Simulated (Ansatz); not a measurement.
# WC (Fm-3m): phonons and vibrational spectra, part 2 of 2

The cell of WC (Fm-3m) is at rest. What are its phonons? After the zone centre comes a 4×4×4 q mesh on a 16×16×16 k mesh.

Ansatz 0.2.0; DFT PBEsol, scalar-relativistic, plane waves, PAW; PAW set soft_1.

So far. Step 2 (Modes at Γ): Before it was imposed, the acoustic sum rule was missed by 3.2e-5 eV/Å². Small misses are needed for a sound result but don't prove that mesh and cutoff are converged. The lowest optical mode is real, 413 cm⁻¹.

## 3. Response at finite wavevector (continued)

The partial phonon density of states has structure finer than the step of the table below, so its rows give means over 50 cm⁻¹, whole bins alone (the curve runs from -163 to 724 cm⁻¹). Peaks (cm⁻¹: height): C 567.5: 0.0197, 623.3: 0.0186, 668.0: 0.0193; W -40.6: 0.00796, 59.8: 0.0449.

Phonopy on the run's constants, 21x21x21 mesh, Gaussian sigma 6.3 cm-1. Interpolated from a 4×4×4 q mesh. Partial phonon density of states against wavenumber; means over each step; values in 1/cm⁻¹/cell:

```csv
wavenumber (cm⁻¹),C,W
-100,1.9e-4,0.00383
-50,2.8e-4,0.00755
0,8.6e-5,0.00296
50,4.7e-4,0.0262
100,2.0e-4,0.0139
150,3.5e-5,0.00382
200,0,0
250,0,0
300,0,0
350,0,0
400,8.0e-5,4.6e-6
450,0.00146,5.9e-5
500,0.00598,2.2e-4
550,0.0147,5.6e-4
600,0.0167,3.5e-4
650,0.0159,8.4e-5
```

Second derivatives of the energy by pair, one row for each kind of neighbour of each atom listed. Each entry sums the pair over the periodic images of the supercell that the q mesh stands for, and in a polar crystal it holds the long-range dipole part too. Force constants by pair, by row:

```csv
atom,neighbour,distance (Å),third of the trace (eV/Å²),along the pair's line (eV/Å²)
W1,itself,0,7.097,–
W1,C,2.173,-1.343,-5.387
W1,W,3.073,0.2283,-0.7443
W1,C,3.763,0.1151,0.153
W1,W,4.346,0.0634,0.2845
W1,C,4.858,0.0103,0.1693
W1,W,5.322,-0.0734,-0.2883
W1,W,6.146,-0.2031,-0.6876
W1,C,6.518,-0.0361,-0.035
C2,itself,0,15.4,–
C2,W,2.173,-1.343,-5.387
C2,C,3.073,-0.2591,-0.7165
C2,W,3.763,0.1151,0.153
C2,C,4.346,-0.6062,-1.918
C2,W,4.858,0.0103,0.1693
C2,C,5.322,-0.0072,-0.0613
C2,C,6.146,-0.0718,-0.0792
C2,W,6.518,-0.0361,-0.035
```

Symmetry leaves 8 wavevectors to solve. The lowest mode among them, the acoustic zeros apart, lies at q = (0, -0.5, -0.5) and is imaginary, 156.0i cm⁻¹, so the energy falls along it.

## 4. Isotope substitution, element C, natural mass 12.011 amu

An isotope changes the mass and not the force constants, so no new electronic calculation is needed; the shifts show which modes move this element.

The same force constants with the mass of C changed from 12.011 to 13.003 u (phonopy, no LO-TO term). Both lists are sorted by frequency; levels can cross, so a row need not hold one and the same mode. Modes under 3 cm⁻¹ are left out. Isotope shifts, by row:

| q | rank | natural mass (cm⁻¹) | changed mass (cm⁻¹) |
| --- | --- | --- | --- |
| 0 0 0 | 4 | 412.9 | 397.8 |
| 0 0 0 | 5 | 412.9 | 397.8 |
| 0 0 0 | 6 | 412.9 | 397.8 |
| 0 0 0.25 | 1 | 63.92 | 63.89 |
| 0 0 0.25 | 2 | 63.92 | 63.89 |
| 0 0 0.25 | 3 | 136 | 135.9 |
| 0 0 0.25 | 4 | 550.9 | 529.6 |
| 0 0 0.25 | 5 | 550.9 | 529.6 |
| 0 0 0.25 | 6 | 619.3 | 595.5 |
| 0 0 -0.5 | 1 | 53.15 | 53.15 |
| 0 0 -0.5 | 2 | 53.15 | 53.15 |
| 0 0 -0.5 | 3 | 138.7 | 138.7 |
| 0 0 -0.5 | 4 | 621.4 | 597.2 |
| 0 0 -0.5 | 5 | 621.4 | 597.2 |
| 0 0 -0.5 | 6 | 693.3 | 666.3 |
| 0 0.25 0.25 | 1 | 65.46 | 65.34 |
| 0 0.25 0.25 | 2 | 65.46 | 65.34 |
| 0 0.25 0.25 | 3 | 103.5 | 103.5 |
| 0 0.25 0.25 | 4 | 483.8 | 465.7 |
| 0 0.25 0.25 | 5 | 483.8 | 465.7 |
| 0 0.25 0.25 | 6 | 657.8 | 632.2 |

A mode of this element alone would shift by -3.89 %. The highest zone-centre frequency without the field goes from 412.9 to 397.8 cm⁻¹ (-3.6 %). The product of the frequency ratios over all optical modes at Γ is 0.895; the product rule, (m/m′)^(3k/2) (M′/M)^(3/2) with k = 1 such atoms and M the mass of the cell, gives 0.894.

## 5. Isotope substitution, element W, natural mass 183.84 amu

The same for W, from 183.84 to 185.95 u.

The same force constants with the mass of W changed from 183.840 to 185.954 u (phonopy, no LO-TO term). Both lists are sorted by frequency; levels can cross, so a row need not hold one and the same mode. Modes under 3 cm⁻¹ are left out. Isotope shifts, by row:

```
          q  rank  natural mass (cm⁻¹)  changed mass (cm⁻¹)
      0 0 0     4                412.9                412.7
      0 0 0     5                412.9                412.7
      0 0 0     6                412.9                412.7
   0 0 0.25     1                63.92                63.55
   0 0 0.25     2                63.92                63.55
   0 0 0.25     3                  136                135.2
   0 0 0.25     4                550.9                550.8
   0 0 0.25     5                550.9                550.8
   0 0 0.25     6                619.3                619.2
   0 0 -0.5     1                53.15                52.84
   0 0 -0.5     2                53.15                52.84
   0 0 -0.5     3                138.7                137.9
   0 0 -0.5     4                621.4                621.4
   0 0 -0.5     5                621.4                621.4
   0 0 -0.5     6                693.3                693.3
0 0.25 0.25     1                65.46                 65.1
0 0.25 0.25     2                65.46                 65.1
0 0.25 0.25     3                103.5                  103
0 0.25 0.25     4                483.8                483.6
0 0.25 0.25     5                483.8                483.6
0 0.25 0.25     6                657.8                657.8
```

A mode of this element alone would shift by -0.57 %. The highest zone-centre frequency without the field goes from 412.9 to 412.7 cm⁻¹ (-0.0 %). The product of the frequency ratios over all optical modes at Γ is 0.999; the product rule, (m/m′)^(3k/2) (M′/M)^(3/2) with k = 1 such atoms and M the mass of the cell, gives 0.999.

## 6. Results

| Property | Result |
| --- | --- |
| space group (within 0.01 Å) | Fm-3m |
| volume per atom | 10.3 Å³ |
| electronic character | no gap on this mesh |
| highest optical mode at the zone centre (no LO-TO term) | 413 cm⁻¹ |
| lowest optical zone-centre mode | 413 cm⁻¹ |
| lowest mode on the q mesh (acoustic modes at Γ apart) | -156 cm⁻¹ |
| highest frequency on the path or at a solved wavevector | 693 cm⁻¹ |
| imaginary modes on the 4×4×4 q mesh | yes |

What this shows: Modes are clearly imaginary (beyond 10i cm⁻¹) at 3 of the 8 irreducible wavevectors, most at q = (0, -0.5, -0.5) (156.0i cm⁻¹), so this structure is not a minimum of the energy. The optical modes at Γ form one degenerate level at 413 cm⁻¹. The highest mode in this list at Γ, 412.9 cm⁻¹, is mostly motion of C (94 % of the kinetic energy). With no gap, or one that is small against the smearing, the frequencies hang on the k mesh and the smearing, most of all near Kohn anomalies. Spin-orbit coupling is left out, which can matter for the heavy elements here. The PAW files were made for PBE and serve the other functionals too. These are harmonic frequencies at zero temperature: anharmonic shifts, linewidths and thermal expansion are left out.

[Logs are printed without paths, hosts, clocks, repeated set-up lines and the standing remarks that a program may print on its own settings, such as how far it seeks lower states.]

[Hosts, paths, dates, database ids (printed as entryN), source tags and the programs' standing remarks are cut or masked in the printed files.]
